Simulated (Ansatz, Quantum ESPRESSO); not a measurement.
# KMgF3 (Pm-3m): Raman and infrared activity, part 2 of 3

Which lines does KMgF3 (Pm-3m) show in Raman and infrared spectra?

Quantum ESPRESSO 8.0 development, patched; DFT LDA, scalar-relativistic, plane waves, PseudoDojo norm-conserving pseudopotentials.

So far. Step 2 (A first look): A gap of 7.0 eV opens on this mesh, so the crystal is taken as an insulator; the start stands at -4.6 GPa. Step 4 (Ground state): The cell stands at -0.02 GPa, close enough for phonons. The relaxed cell has a = 3.907 Å (conventional setting).

## Step 5: Linear response at Γ

At q = 0 one unit cell holds all displacements; symmetry groups them into irreducible representations that are solved one by one. The response to a field gives ε∞ and the Born charges, which polar modes need. Third-order response adds the Raman tensors.

File ph.in:

```
phonons
&inputph
   prefix = 'x'
   outdir = './tmp'
   fildyn = 'g.dyn'
   tr2_ph = 1.0d-18
   epsil = .true.
   lraman = .true.
   elop = .true.
/
0.000000000000 0.000000000000 0.000000000000
```

Command:

```
$ OMP_NUM_THREADS=1 mpirun -n 8 ph.x -nk 8 -in ph.in > ph.out
```

What it wrote:

```text
[banners, grids, parts of the stress and lines that vanish by symmetry left out]
[banner, memory and clock lines left out]
Program PHONON v.8.0dev

[...]
(   1q-points):
[...]
Exchange-correlation= PW
                           (   1   4   0   0   0   0   0)
[...]
kinetic-energy cut-off    =      84.0000  Ry
     charge density cut-off    =     336.0000  Ry
     convergence threshold     =      1.0E-18
[...]
Exchange-correlation= PW
                           (   1   4   0   0   0   0   0)
[...]
q = (   0.0000000   0.0000000   0.0000000 )
     49 Sym.Ops. (with q -> -q+G )
     G cutoff =  463.9259  (  41851 G-vectors)     FFT grid: ( 45, 45, 45)
     number of k points=    20
[...]
Mode symmetry, O_h (m-3m)  point group:
[...]
Dielectric constant
[...]
End of electric fields calculation
          Dielectric constant in cartesian axis
          (       2.158014286       0.000000000       0.000000000 )
          (       0.000000000       2.158014286       0.000000000 )
          (       0.000000000       0.000000000       2.158014286 )
          Effective charges (d Force / dE) in cartesian axis without acoustic sum rule applied (asr)
           atom    1  K     Mean Z*:        1.19501
      Ex  (        1.19501        0.00000        0.00000 )
      Ey  (        0.00000        1.19501        0.00000 )
      Ez  (        0.00000        0.00000        1.19501 )
           atom    2  Mg    Mean Z*:        1.98930
      Ex  (        1.98930        0.00000        0.00000 )
      Ey  (        0.00000        1.98930        0.00000 )
      Ez  (        0.00000        0.00000        1.98930 )
           atom    3  F     Mean Z*:       -1.06135
      Ex  (       -1.25159        0.00000        0.00000 )
      Ey  (        0.00000       -0.96623        0.00000 )
      Ez  (        0.00000        0.00000       -0.96623 )
           atom    4  F     Mean Z*:       -1.06135
      Ex  (       -0.96623        0.00000        0.00000 )
      Ey  (        0.00000       -1.25159        0.00000 )
      Ez  (        0.00000        0.00000       -0.96623 )
           atom    5  F     Mean Z*:       -1.06135
      Ex  (       -0.96623        0.00000        0.00000 )
      Ey  (        0.00000       -0.96623        0.00000 )
      Ez  (        0.00000        0.00000       -1.25159 )
          Effective charges Sum: Mean:        0.00025
[...]
Effective charges (d Force / dE) in cartesian axis with asr applied:
           atom    1  K     Mean Z*:        1.19496
[...]
atom    2  Mg    Mean Z*:        1.98925
[...]
atom    3  F     Mean Z*:       -1.06140
[...]
atom    4  F     Mean Z*:       -1.06140
[...]
atom    5  F     Mean Z*:       -1.06140
[...]
Dielectric constant from finite-differences
          (       2.158002753       0.000000000       0.000000000 )
          (       0.000000000       2.158002753       0.000000000 )
          (       0.000000000       0.000000000       2.158002753 )
[...]
(       0.000000000       0.000000000       0.000000000 )
          (       0.000000000       0.000000000       0.000000000 )
          (       0.000000000       0.000000000       0.000000000 )
          (       0.000000000       0.000000000      -0.000000000 )
          (       0.000000000       0.000000000       0.000000000 )
          (       0.000000000       0.000000000       0.000000000 )
          (       0.000000000      -0.000000000       0.000000000 )
          (      -0.000000000       0.000000000       0.000000000 )
[...]
(       0.000000000       0.000000000       0.000000000 )
          (      -0.000000000       0.000000000       0.000000000 )
          (       0.000000000      -0.000000000       0.000000000 )
          (      -0.000000000       0.000000000       0.000000000 )
          (       0.000000000       0.000000000       0.000000000 )
[...]
Representation #   1 modes #   1   2   3
[...]
End of self-consistent calculation
     Convergence has been achieved
     Representation #   2 modes #   4   5   6
[...]
End of self-consistent calculation
     Convergence has been achieved
     Representation #   3 modes #   7   8   9
[...]
End of self-consistent calculation
     Convergence has been achieved
     Representation #   4 modes #  10  11  12
[...]
End of self-consistent calculation
     Convergence has been achieved
     Representation #   5 modes #  13  14  15
[...]
End of self-consistent calculation
     Convergence has been achieved
[...]
Dielectric constant in cartesian axis
          (       2.158014286       0.000000000       0.000000000 )
          (       0.000000000       2.158014286       0.000000000 )
          (       0.000000000       0.000000000       2.158014286 )
          Effective charges (d Force / dE) in cartesian axis without acoustic sum rule applied (asr)
           atom    1  K     Mean Z*:        1.19501
      Ex  (        1.19501        0.00000        0.00000 )
      Ey  (        0.00000        1.19501        0.00000 )
      Ez  (        0.00000        0.00000        1.19501 )
           atom    2  Mg    Mean Z*:        1.98930
      Ex  (        1.98930        0.00000        0.00000 )
      Ey  (        0.00000        1.98930        0.00000 )
      Ez  (        0.00000        0.00000        1.98930 )
           atom    3  F     Mean Z*:       -1.06135
      Ex  (       -1.25159        0.00000        0.00000 )
      Ey  (        0.00000       -0.96623        0.00000 )
      Ez  (        0.00000        0.00000       -0.96623 )
           atom    4  F     Mean Z*:       -1.06135
      Ex  (       -0.96623        0.00000        0.00000 )
      Ey  (        0.00000       -1.25159        0.00000 )
      Ez  (        0.00000        0.00000       -0.96623 )
           atom    5  F     Mean Z*:       -1.06135
      Ex  (       -0.96623        0.00000        0.00000 )
      Ey  (        0.00000       -0.96623        0.00000 )
      Ez  (        0.00000        0.00000       -1.25159 )
          Effective charges Sum: Mean:        0.00025
[...]
Effective charges (d Force / dE) in cartesian axis with asr applied:
           atom    1  K     Mean Z*:        1.19496
[...]
atom    2  Mg    Mean Z*:        1.98925
[...]
atom    3  F     Mean Z*:       -1.06140
[...]
atom    4  F     Mean Z*:       -1.06140
[...]
atom    5  F     Mean Z*:       -1.06140
[...]
q = (    0.000000000   0.000000000   0.000000000 )
[...]
freq (    1) =       0.247807 [THz] =       8.265951 [cm-1]
     freq (    2) =       0.247807 [THz] =       8.265951 [cm-1]
     freq (    3) =       0.247807 [THz] =       8.265951 [cm-1]
     freq (    4) =       4.662244 [THz] =     155.515734 [cm-1]
     freq (    5) =       4.662244 [THz] =     155.515734 [cm-1]
     freq (    6) =       4.662244 [THz] =     155.515734 [cm-1]
     freq (    7) =       5.556559 [THz] =     185.346870 [cm-1]
     freq (    8) =       5.556559 [THz] =     185.346870 [cm-1]
     freq (    9) =       5.556559 [THz] =     185.346870 [cm-1]
     freq (   10) =       8.564684 [THz] =     285.687098 [cm-1]
     freq (   11) =       8.564684 [THz] =     285.687098 [cm-1]
     freq (   12) =       8.564684 [THz] =     285.687098 [cm-1]
     freq (   13) =      15.478926 [THz] =     516.321407 [cm-1]
     freq (   14) =      15.478926 [THz] =     516.321407 [cm-1]
     freq (   15) =      15.478926 [THz] =     516.321407 [cm-1]
[...]
Mode symmetry, O_h (m-3m)  point group:
     freq (   1-   3) =          8.3  [cm-1]   --> T_1u G_15  G_4- I
     freq (   4-   6) =        155.5  [cm-1]   --> T_1u G_15  G_4- I
     freq (   7-   9) =        185.3  [cm-1]   --> T_2u G_25  G_5-
     freq (  10-  12) =        285.7  [cm-1]   --> T_1u G_15  G_4- I
     freq (  13-  15) =        516.3  [cm-1]   --> T_1u G_15  G_4- I
```

Wall time 11 min (8 MPI ranks of Arm Neoverse V1, shared host); 1.5 h of CPU time.

Read from the output:

```
miss of the charge sum rule                                       : 2.60e-4 e
largest acoustic frequency at the zone centre before the sum rule : 8.27 cm⁻¹
highest optical zone-centre mode (no LO-TO term)                  : 516.3 cm⁻¹
lowest optical zone-centre mode                                   : 155.5 cm⁻¹
mean high-frequency dielectric constant                           : 2.158
largest Born charge in size (third of the trace)                  : 1.989 e
```

Born charge (rows field, columns displacement), before the sum rule (e), principal values of the symmetric part by kind of site:

```csv
atom,atoms with these values,low,middle,high,mean
K1,1,1.20,1.20,1.20,1.20
Mg2,1,1.99,1.99,1.99,1.99
F3,3,-1.25,-0.97,-0.97,-1.06
```

In full for K1:

```
1.20 0.00 0.00
0.00 1.20 0.00
0.00 0.00 1.20
```

High-frequency dielectric tensor:

```
2.16 0.00 0.00
0.00 2.16 0.00
0.00 0.00 2.16
```

The acoustic modes at Γ come out as far as 8.3 cm⁻¹ from zero, where they should vanish, a small numerical error; the Born charges miss their sum rule by 2.6e-4 e, which is good.

## Step 6: Modes with the sum rule

A rigid shift of the crystal must cost nothing, but grids and finite bases break this; the acoustic sum rule is imposed before the matrix is diagonalised again. With Born charges the intensities follow, and the static dielectric tensor.

File dynmat.in:

```
&input
   fildyn = 'g.dyn'
   asr = 'simple'
   fileig = 'dynmat.eig'
   lperm = .true.
/
```

Command:

```
$ dynmat.x -in dynmat.in > dynmat.out
```

What it wrote:

```text
[banner, memory and clock lines left out]
Program DYNMAT v.8.0dev

     Reading Dynamical Matrix from file g.dyn
     ...Force constants read
     ...epsilon and Z* read
     ...Raman cross sections read
     A direction for q was not specified:TO-LO splitting will be absent

     Polarizability (A^3 units)
     multiply by 0.721498 for Clausius-Mossotti correction (not under assume_isolated = 'mt')
         5.495549    0.000000    0.000000
         0.000000    5.495549    0.000000
         0.000000    0.000000    5.495549

     IR activities are in (D/A)^2/amu units

# mode   [cm-1]    [THz]      IR
    1      0.00    0.0000    0.0000
    2      0.00    0.0000    0.0000
    3      0.00    0.0000    0.0000
    4    155.46    4.6606    1.8137
    5    155.46    4.6606    1.8137
    6    155.46    4.6606    1.8137
    7    185.38    5.5576    0.0000
    8    185.38    5.5576    0.0000
    9    185.38    5.5576    0.0000
   10    285.44    8.5572    2.8378
   11    285.44    8.5572    2.8378
   12    285.44    8.5572    2.8378
   13    516.21   15.4756    4.1175
   14    516.21   15.4756    4.1175
   15    516.21   15.4756    4.1175

Electronic dielectric permittivity tensor (relative, adimensional)
         2.158014    0.000000    0.000000
         0.000000    2.158014    0.000000
         0.000000    0.000000    2.158014

 ... with zone-center polar mode contributions
         6.640203    0.000000   -0.000000
         0.000000    6.640203    0.000000
        -0.000000    0.000000    6.640203

[end of the log left out, with the tail of the file of modes that dynmat.x writes under the same name]
```

Elapsed: 0.46 s, on 1 thread.

Read from the output:

* highest optical zone-centre mode (no LO-TO term): 516.2 cm⁻¹
* mean static dielectric constant: 6.640

Unit eigenvectors of the mass-weighted matrix after the sum rule; no LO-TO term. Modes at Γ, with each element's share of the kinetic energy:

| mode | frequency (cm⁻¹) | symmetry | K % | Mg % | F % |
| --- | --- | --- | --- | --- | --- |
| 1 | 0.0 | acoustic | 32 | 20 | 47 |
| 2 | 0.0 | acoustic | 32 | 20 | 47 |
| 3 | 0.0 | acoustic | 32 | 20 | 47 |
| 4 | 155.5 | T1u | 67 | 5 | 28 |
| 5 | 155.5 | T1u | 67 | 5 | 28 |
| 6 | 155.5 | T1u | 67 | 5 | 28 |
| 7 | 185.4 | T2u | 0 | 0 | 100 |
| 8 | 185.4 | T2u | 0 | 0 | 100 |
| 9 | 185.4 | T2u | 0 | 0 | 100 |
| 10 | 285.4 | T1u | 1 | 41 | 58 |
| 11 | 285.4 | T1u | 1 | 41 | 58 |
| 12 | 285.4 | T1u | 1 | 41 | 58 |
| 13 | 516.2 | T1u | 0 | 33 | 67 |
| 14 | 516.2 | T1u | 0 | 33 | 67 |
| 15 | 516.2 | T1u | 0 | 33 | 67 |

Displacements in mode 4 (155.5 cm⁻¹), the largest set to 1:
```
K1   0.44  1.00  0.04
Mg2 -0.16 -0.36 -0.01
F3  -0.20 -0.58 -0.02
F4  -0.26 -0.44 -0.02
F5  -0.26 -0.58 -0.02
```

Displacements in mode 14 (516.2 cm⁻¹), the largest set to 1:
```
K1   0.00  0.00  0.01
Mg2  0.00  0.00 -0.63
F3   0.00  0.00 -0.11
F4   0.00  0.00 -0.11
F5   0.00  0.00  1.00
```

Degenerate modes summed, no LO-TO term. Lines of the infrared spectrum (strongest = 100):

```
position (cm⁻¹)  lines merged  label  IR intensity, relative
            155             3    T1u                      44
            185             3    T2u                     0.0
            285             3    T1u                      69
            516             3    T1u                     100
```

Static dielectric tensor (ions relaxed, fixed cell):

```
6.64 0.00 0.00
0.00 6.64 0.00
0.00 0.00 6.64
```

The rule moves no optical mode by more than 0.3 cm⁻¹.

## Step 7: Sum rules set otherwise (asr no)

Without the rule the raw error of the acoustic modes shows.

File dynmat.in:

```
&input
   fildyn = 'g.dyn'
   asr = 'no'
   fileig = 'dynmat.eig'
   lperm = .true.
/
```

Command:

```
$ dynmat.x -in dynmat.in > dynmat.out
```

What it wrote:

```text
[banner, memory and clock lines left out]
Program DYNMAT v.8.0dev

     Reading Dynamical Matrix from file g.dyn
     ...Force constants read
     ...epsilon and Z* read
     ...Raman cross sections read
     A direction for q was not specified:TO-LO splitting will be absent

     Polarizability (A^3 units)
     multiply by 0.721498 for Clausius-Mossotti correction (not under assume_isolated = 'mt')
         5.495549    0.000000    0.000000
         0.000000    5.495549    0.000000
         0.000000    0.000000    5.495549

     IR activities are in (D/A)^2/amu units

# mode   [cm-1]    [THz]      IR
    1      8.27    0.2478    0.0000
    2      8.27    0.2478    0.0000
    3      8.27    0.2478    0.0000
    4    155.52    4.6622    1.8193
    5    155.52    4.6622    1.8193
    6    155.52    4.6622    1.8193
    7    185.35    5.5566    0.0000
    8    185.35    5.5566    0.0000
    9    185.35    5.5566    0.0000
   10    285.69    8.5647    2.8280
   11    285.69    8.5647    2.8280
   12    285.69    8.5647    2.8280
   13    516.32   15.4789    4.1215
   14    516.32   15.4789    4.1215
   15    516.32   15.4789    4.1215

Electronic dielectric permittivity tensor (relative, adimensional)
         2.158014    0.000000    0.000000
         0.000000    2.158014    0.000000
         0.000000    0.000000    2.158014

 ... with zone-center polar mode contributions
         6.640451    0.000000   -0.000000
         0.000000    6.640451   -0.000000
        -0.000000   -0.000000    6.640451

[end of the log left out, with the tail of the file of modes that dynmat.x writes under the same name]
```

It took 0.45 s on 1 thread.

This step gave:

```yaml
highest_optical_zone_centre_mode_no_lo_to_term: 516.3 cm⁻¹
mean_static_dielectric_constant: 6.641
```

Zone-centre frequencies as printed; negative means imaginary. Modes:

| mode | frequency (cm⁻¹) |
| --- | --- |
| 1 | 8.27 |
| 2 | 8.27 |
| 3 | 8.27 |
| 4 | 155.5 |
| 5 | 155.5 |
| 6 | 155.5 |
| 7 | 185.3 |
| 8 | 185.3 |
| 9 | 185.3 |
| 10 | 285.7 |
| 11 | 285.7 |
| 12 | 285.7 |
| 13 | 516.3 |
| 14 | 516.3 |
| 15 | 516.3 |

Against the first rule no mode moves by more than 8.3 cm⁻¹.

## Step 8: Sum rules set otherwise (asr crystal)

The rule can be imposed in more than one way; the choices should agree where the raw error is small.

File dynmat.in:

```
&input
   fildyn = 'g.dyn'
   asr = 'crystal'
   fileig = 'dynmat.eig'
   lperm = .true.
/
```

Command:

```
$ dynmat.x -in dynmat.in > dynmat.out
```

What it wrote:

```text
[banner, memory and clock lines left out]
Program DYNMAT v.8.0dev

     Reading Dynamical Matrix from file g.dyn
     ...Force constants read
     ...epsilon and Z* read
     ...Raman cross sections read
     Acoustic Sum Rule: || Z*(ASR) - Z*(orig)|| =    1.951082E-04
     Acoustic Sum Rule: ||dyn(ASR) - dyn(orig)||=    7.065374E-04
     A direction for q was not specified:TO-LO splitting will be absent

     Polarizability (A^3 units)
     multiply by 0.721498 for Clausius-Mossotti correction (not under assume_isolated = 'mt')
         5.495549    0.000000    0.000000
         0.000000    5.495549    0.000000
         0.000000    0.000000    5.495549

     IR activities are in (D/A)^2/amu units

# mode   [cm-1]    [THz]      IR
    1     -0.00   -0.0000    0.0000
    2     -0.00   -0.0000    0.0000
    3     -0.00   -0.0000    0.0000
    4    155.47    4.6610    1.8165
    5    155.47    4.6610    1.8165
    6    155.47    4.6610    1.8165
    7    185.35    5.5566    0.0000
    8    185.35    5.5566    0.0000
    9    185.35    5.5566    0.0000
   10    285.70    8.5652    2.8299
   11    285.70    8.5652    2.8299
   12    285.70    8.5652    2.8299
   13    516.33   15.4793    4.1226
   14    516.33   15.4793    4.1226
   15    516.33   15.4793    4.1226

Electronic dielectric permittivity tensor (relative, adimensional)
         2.158014    0.000000    0.000000
         0.000000    2.158014    0.000000
         0.000000    0.000000    2.158014

 ... with zone-center polar mode contributions
         6.638500    0.000000    0.000000
         0.000000    6.638500   -0.000000
         0.000000   -0.000000    6.638500

[end of the log left out, with the tail of the file of modes that dynmat.x writes under the same name]
```

It took 0.45 s on 1 thread.

This step gave:

- mean static dielectric constant: 6.638

Zone-centre frequencies as printed; negative means imaginary. Modes:

```csv
mode,frequency (cm⁻¹)
1,0
2,0
3,0
4,155.5
5,155.5
6,155.5
7,185.3
8,185.3
9,185.3
10,285.7
11,285.7
12,285.7
13,516.3
14,516.3
15,516.3
```

Against the first rule no mode moves by more than 0.3 cm⁻¹.

## Step 9: Modes along a direction of q (1 0 0)

A longitudinal polar mode sets up a macroscopic field that stiffens it; the term hangs on the direction from which q goes to zero.

File dynmat.in:

```
&input
   fildyn = 'g.dyn'
   asr = 'simple'
   fileig = 'dynmat.eig'
   q(1) = 1.0
   q(2) = 0.0
   q(3) = 0.0
/
```

Command:

```
$ dynmat.x -in dynmat.in > dynmat.out
```

What it wrote:

```text
[banner, memory and clock lines left out]
Program DYNMAT v.8.0dev

     Reading Dynamical Matrix from file g.dyn
     ...Force constants read
     ...epsilon and Z* read
     ...Raman cross sections read

     Polarizability (A^3 units)
     multiply by 0.721498 for Clausius-Mossotti correction (not under assume_isolated = 'mt')
         5.495549    0.000000    0.000000
         0.000000    5.495549    0.000000
         0.000000    0.000000    5.495549

     IR activities are in (D/A)^2/amu units

# mode   [cm-1]    [THz]      IR
    1     -0.00   -0.0000    0.0000
    2      0.00    0.0000    0.0000
    3      0.00    0.0000    0.0000
    4    155.46    4.6606    1.8137
    5    155.46    4.6606    1.8137
    6    185.38    5.5576    0.0000
    7    185.38    5.5576    0.0000
    8    185.38    5.5576    0.0000
    9    192.20    5.7619    0.2883
   10    285.44    8.5572    2.8378
   11    285.44    8.5572    2.8378
   12    349.10   10.4657    1.7126
   13    516.21   15.4756    4.1175
   14    516.21   15.4756    4.1175
   15    598.86   17.9533    6.7681

[end of the log left out, with the tail of the file of modes that dynmat.x writes under the same name]
```

Run time: 0.44 s. Hardware: 1 thread.

Read from the output:

* highest mode moved by the LO-TO term: 598.9 cm⁻¹

Zone-centre frequencies as printed; negative means imaginary. Modes:

| mode | frequency (cm⁻¹) |
| --- | --- |
| 1 | 0 |
| 2 | 0 |
| 3 | 0 |
| 4 | 155.5 |
| 5 | 155.5 |
| 6 | 185.4 |
| 7 | 185.4 |
| 8 | 185.4 |
| 9 | 192.2 |
| 10 | 285.4 |
| 11 | 285.4 |
| 12 | 349.1 |
| 13 | 516.2 |
| 14 | 516.2 |
| 15 | 598.9 |

The field moves 3 modes; the highest of them now lies at 599 cm⁻¹, where the highest that moved away lay at 516.

(Part 2 of 3 ends here.)

[Host names and launcher messages were left out of these logs when they were recorded.]

[Logs are printed without paths, hosts, clocks, repeated set-up lines and the standing remarks that a program may print on its own settings, such as how far it seeks lower states.]

[Hosts, paths, dates, database ids (printed as entryN), source tags and the programs' standing remarks are cut or masked in the printed files.]
